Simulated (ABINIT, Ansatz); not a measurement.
# LiCNO (R3m): bands and cutoff in G0W0 with ABINIT, part 2 of 2

Aim: raise bands and screening cutoff together for LiCNO (R3m) and follow gap and time.

ABINIT 10.8.3; PBEsol and many-body steps on it, plane waves. Known limits of the many-body steps: not at the basis limit.

So far. Step 3 (Screening, 4×4×4 mesh, 25 bands, screening to 76.2 eV): Local fields lower ε∞ by 21 %. Step 4 (25 bands, 76.2 eV): The gap on the mesh goes from 4.66 eV to 7.39 eV, a correction of +2.73 eV.

## (6) 63 bands, 141.5 eV

This step: G0W0 on PBEsol, plane waves, norm-conserving pseudopotentials.

Input file run.abi:

```
acell 3*1.0 Angstrom
rprim 
  1.643988180588 0.949157018607 4.762053928800
  -1.643988180588 0.949157018607 4.762053928800
  0.000000000000 -1.898314037214 4.762053928800
ntypat 4
znucl 3 6 7 8
natom 4
typat 1 2 3 4
xred 
  0.005259000000 0.005259000000 0.005259000000
  0.497462000000 0.497462000000 0.497462000000
  0.413960000000 0.413960000000 0.413960000000
  0.583333333333 0.583333333333 0.583333333333
pp_dirpath "pseudos"
pseudos "Li.upf, C.upf, N.upf, O.upf"
ecut 37
ngkpt 4 4 4
nshiftk 1
shiftk 0 0 0
kptopt 1
chksymbreak 0
istwfk *1
occopt 1
irdwfk 1
optdriver 4
nband 63
gwcalctyp 0
ecutsigx 37
symsigma 1
nkptgw 2
kptgw 
  0.5000000000 0.5000000000 0.5000000000
  0.0000000000 0.0000000000 0.0000000000
bdgw 
  8 12
  8 12
ecuteps 5.2
irdscr 1
ppmodel 1
indata_prefix "in"
outdata_prefix "out"
tmpdata_prefix "tmp"
```

Run with:

```
> OMP_NUM_THREADS=1 mpirun -n 4 abinit run.abi > log
```

Output:

```text
.Version 10.8.3 of ABINIT. v10.8.2 released Aug 2026.

 Symmetries : space group R3 m (#160); Bravais hR (rhombohedral)
[... echo of the input left out ...]
== DATASET  1 ==================================================================
-   mpi_nproc: 4, omp_nthreads: 1 (-1 if OMP is not activated)

--- !DatasetInfo
iteration_state: {dtset: 1, }
dimensions: {natom: 4, nkpt: 13, mband: 63, nsppol: 1, nspinor: 1, nspden: 1, mpw: 3276, }
cutoff_energies: {ecut:  37.0, pawecutdg:  -1.0, }
electrons: {nelect:   1.80000000E+01, charge:   0.00000000E+00, occopt:   1.00000000E+00, tsmear:   1.00000000E-02, }

 SIGMA: Calculation of the GW corrections

 Based on a program developped by R.W. Godby, V. Olevano, G. Onida, and L. Reining.
 Incorporated in ABINIT by V. Olevano, G.-M. Rignanese, and M. Torrent.
.Using double precision arithmetic ; gwpc =  8

[... cell and pseudopotentials left out ...]
--------------------------------------------------------------------------------

 ==== K-mesh for the wavefunctions ====
 Number of points in the irreducible wedge :    13
[... list of points left out ...]
 Together with  6 symmetry operations and time-reversal symmetry
 yields    64 points in the full Brillouin Zone.

 ==== Q-mesh for screening function ====
 Number of points in the irreducible wedge :    13
[... list of points left out ...]
 Together with  6 symmetry operations and time-reversal symmetry
 yields    64 points in the full Brillouin Zone.

 vcoul_init : cutoff-mode = AUXILIARY_FUNCTION
 q-points for optical limit:   1
     1)      0.000010    0.000020    0.000030
 setmesh: FFT mesh size selected  =    54x   54x   54
          total number of points  =       157464

 Number of electrons calculated from density =   18.0000; Expected =   18.0000
[...]
number of omega for Sigma on real axis              0
 max omega for Sigma on real axis  [eV]           0.00
 zcut for avoiding poles [eV]                     0.10

 EPSILON^-1 parameters (SCR file):
 dimension of the eps^-1 matrix on file            159
 dimension of the eps^-1 matrix used               159
 number of plane-waves for wavefunctions          3259
 number of bands                                    63
 number of q-points in IBZ                          13
 number of frequencies                               2
 number of real frequencies                          1
 number of imag frequencies                          1

 matrix elements of self-energy operator (all in [eV])

 Perturbative Calculation

--- !SelfEnergy_ee
iteration_state: {dtset: 1, }
kpoint     : [   0.500,    0.500,    0.500, ]
spin       : 1
KS_gap     :    4.997
QP_gap     :    7.654
Delta_QP_KS:    2.658
data: !SigmaeeData |
     Band     E0 <VxcDFT>   SigX SigC(E0)      Z dSigC/dE  Sig(E)    E-E0       E
        8  -0.072 -17.881 -22.041   2.589   0.814  -0.228 -19.161  -1.279  -1.351
        9  -0.072 -17.881 -22.041   2.589   0.814  -0.228 -19.161  -1.279  -1.351
       10   4.925  -9.746  -5.044  -3.117   0.870  -0.150  -8.368   1.378   6.303
[...]
--- !SelfEnergy_ee
iteration_state: {dtset: 1, }
kpoint     : [   0.000,    0.000,    0.000, ]
spin       : 1
KS_gap     :    4.820
QP_gap     :    7.515
Delta_QP_KS:    2.695
data: !SigmaeeData |
     Band     E0 <VxcDFT>   SigX SigC(E0)      Z dSigC/dE  Sig(E)    E-E0       E
[...]
11   7.799 -16.092  -9.352  -3.177   0.822  -0.216 -13.163   2.929  10.729
       12   7.799 -16.092  -9.352  -3.177   0.822  -0.216 -13.163   2.929  10.729

== END DATASET(S) ==============================================================
================================================================================

 -outvars: echo values of variables after computation  --------
           etotal      0.0000000000E+00
            nband          63
             nkpt          13
          spgroup         160
 [... the other variables as echoed above ...]

 Calculation completed.
```

It took 9.6 s on 4 MPI ranks of Intel Xeon Platinum 8375C at 2.90GHz (Ice Lake), shared host; peak memory 1.4 GiB.

Numbers from this step:

```
G0W0 gap on the points computed              : 7.32 eV
starting gap on the mesh                     : 4.664 eV
k of the valence top                         : 0.5, 0.5, 0.5
k of the conduction bottom                   : 0, 0, 0
Z at the valence top                         : 0.814
Z at the conduction bottom                   : 0.866
least direct G0W0 gap on the computed points : 7.515 eV
```

Against G0W0 in ABINIT (4×4×4 mesh, 25 bands, screening to 76.2 eV, Godby-Needs plasmon pole), the gap moves by −0.073 eV.

## (7) Screening, 4×4×4 mesh, 142 bands, screening to 217.7 eV

This step: RPA screening on PBEsol, plane waves, norm-conserving pseudopotentials.

run.abi, as its differences from that of step 6:

```diff
@@ -25,17 +25,8 @@
 irdwfk 1
-optdriver 4
-nband 63
-gwcalctyp 0
-ecutsigx 37
-symsigma 1
-nkptgw 2
-kptgw 
-  0.5000000000 0.5000000000 0.5000000000
-  0.0000000000 0.0000000000 0.0000000000
-bdgw 
-  8 12
-  8 12
-ecuteps 5.2
-irdscr 1
-ppmodel 1
+optdriver 3
+nband 142
+ecuteps 8
+inclvkb 2
+awtr 1
+symchi 1
 indata_prefix "in"
```

Output:

```text
.Version 10.8.3 of ABINIT. v10.8.2 released Aug 2026.

 Symmetries : space group R3 m (#160); Bravais hR (rhombohedral)
[... echo of the input left out ...]
== DATASET  1 ==================================================================
-   mpi_nproc: 4, omp_nthreads: 1 (-1 if OMP is not activated)

--- !DatasetInfo
iteration_state: {dtset: 1, }
dimensions: {natom: 4, nkpt: 13, mband: 142, nsppol: 1, nspinor: 1, nspden: 1, mpw: 3276, }
cutoff_energies: {ecut:  37.0, pawecutdg:  -1.0, }
[...]
--------------------------------------------------------------------------------
[... chi0 elements left out ...]
 For q-point:  0.000010 0.000020 0.000030
  dielectric constant =   2.3907
  dielectric constant without local fields =   3.0821

  Average fulfillment of the sum rule on Im[epsilon] for q-point    1 :     81.08  [%]
[... wings left out ...]
  q-point number  2        q = ( 0.250000, 0.000000, 0.000000) [r.l.u.]
--------------------------------------------------------------------------------
[... chi0 elements left out ...]
  Average fulfillment of the sum rule on Im[epsilon] for q-point    2 :     86.66  [%]

 [... 11 further q-points ...]
```

It took 3.9 min on 4 MPI ranks; peak memory 2.6 GiB.

Numbers from this step:

| Item | Value |
| --- | --- |
| ε∞ with local fields, on this mesh, along the program's q direction | 2.391 |
| the same without local fields | 3.082 |
| plasma frequency | 23.59 eV |
| plane waves in the screening matrix | 299 |

## (8) 142 bands, 217.7 eV

This step: G0W0 on PBEsol, plane waves, norm-conserving pseudopotentials.

run.abi, as its differences from that of step 7:

```diff
@@ -25,8 +25,17 @@
 irdwfk 1
-optdriver 3
+optdriver 4
 nband 142
+gwcalctyp 0
+ecutsigx 37
+symsigma 1
+nkptgw 2
+kptgw 
+  0.5000000000 0.5000000000 0.5000000000
+  0.0000000000 0.0000000000 0.0000000000
+bdgw 
+  8 12
+  8 12
 ecuteps 8
-inclvkb 2
-awtr 1
-symchi 1
+irdscr 1
+ppmodel 1
 indata_prefix "in"
```

Output:

```text
.Version 10.8.3 of ABINIT. v10.8.2 released Aug 2026.

 Symmetries : space group R3 m (#160); Bravais hR (rhombohedral)
[... echo of the input left out ...]
== DATASET  1 ==================================================================
-   mpi_nproc: 4, omp_nthreads: 1 (-1 if OMP is not activated)

--- !DatasetInfo
iteration_state: {dtset: 1, }
dimensions: {natom: 4, nkpt: 13, mband: 142, nsppol: 1, nspinor: 1, nspden: 1, mpw: 3276, }
cutoff_energies: {ecut:  37.0, pawecutdg:  -1.0, }
[...]
Band     E0 <VxcDFT>   SigX SigC(E0)      Z dSigC/dE  Sig(E)    E-E0       E
[...]
11   7.799 -16.092  -9.352  -3.659   0.816  -0.226 -13.579   2.514  10.313
       12   7.799 -16.092  -9.352  -3.659   0.816  -0.226 -13.579   2.514  10.313

== END DATASET(S) ==============================================================
================================================================================

 -outvars: echo values of variables after computation  --------
           etotal      0.0000000000E+00
            nband         142
             nkpt          13
          spgroup         160
 [... the other variables as echoed above ...]

 Calculation completed.
```

The job ended after 28 s (4 MPI ranks; peak memory 2.6 GiB).

Numbers from this step:

* G0W0 gap on the points computed: 7.463 eV
* starting gap on the mesh: 4.664 eV
* k of the valence top: 0.5, 0.5, 0.5
* k of the conduction bottom: 0, 0, 0
* least direct G0W0 gap on the computed points: 7.654 eV

Against G0W0 in ABINIT (4×4×4 mesh, 63 bands, screening to 141.5 eV, Godby-Needs plasmon pole), the gap moves by +0.143 eV.

## (9) Side by side

Times are wall times on 4 MPI ranks of Intel Xeon Platinum 8375C at 2.90GHz (Ice Lake), shared host, good to a factor of about two. A run's time includes the screening step that it read.

```
                run   mesh  bands  screening cutoff (eV)  DFT gap (eV)  gap on the mesh (eV)  direct (eV)  ε∞ used     time
  25 bands, 76.2 eV  4×4×4     25                   76.2         4.664                 7.393        7.593     2.37     21 s
 63 bands, 141.5 eV  4×4×4     63                  141.5         4.664                 7.320        7.515     2.39     98 s
142 bands, 217.7 eV  4×4×4    142                  217.7         4.664                 7.463        7.654     2.39  4.3 min
```

## (10) Summary of results

| Quantity | Value |
| --- | --- |
| 25 bands, 76.2 eV | 7.393 eV |
| 63 bands, 141.5 eV | 7.320 eV |
| 142 bands, 217.7 eV | 7.463 eV |
| known limits | not at the basis limit |

From the first rung to the last the gap moves by +0.07 eV for 12 times the time. The gap turns back along the series, so no limit is drawn from it. In the first G0W0 run levels were corrected at 2 k points alone, so a gap called «on the mesh» is the least over those, and an edge elsewhere would be missed.

[Paths, hosts, dates, memory and timing lines, banners, echoed tables and standing remarks are left out of the program output.]

[Logs are printed without paths, hosts, clocks, repeated set-up lines and the standing remarks that a program may print on its own settings, such as how far it seeks lower states.]

[Runs of the session that timed out or met a known fault of the program may be left out.]

[No measured gap is set beside runs whose start may be inverted or whose files or cutoffs have a known fault.]

[Hosts, paths, dates, database ids (printed as entryN), source tags and the programs' standing remarks are cut or masked in the printed files.]

[G0W0 gaps are taken among the corrected bands and points alone; a level outside them can change the order at an edge.]

[Where Ansatz stands beside ABINIT at settings called matched, ABINIT's density can come from a denser mesh and the files from another edition; pairs whose starting gaps differed by over 0.03 eV were left out, so agreement reads better than it is.]
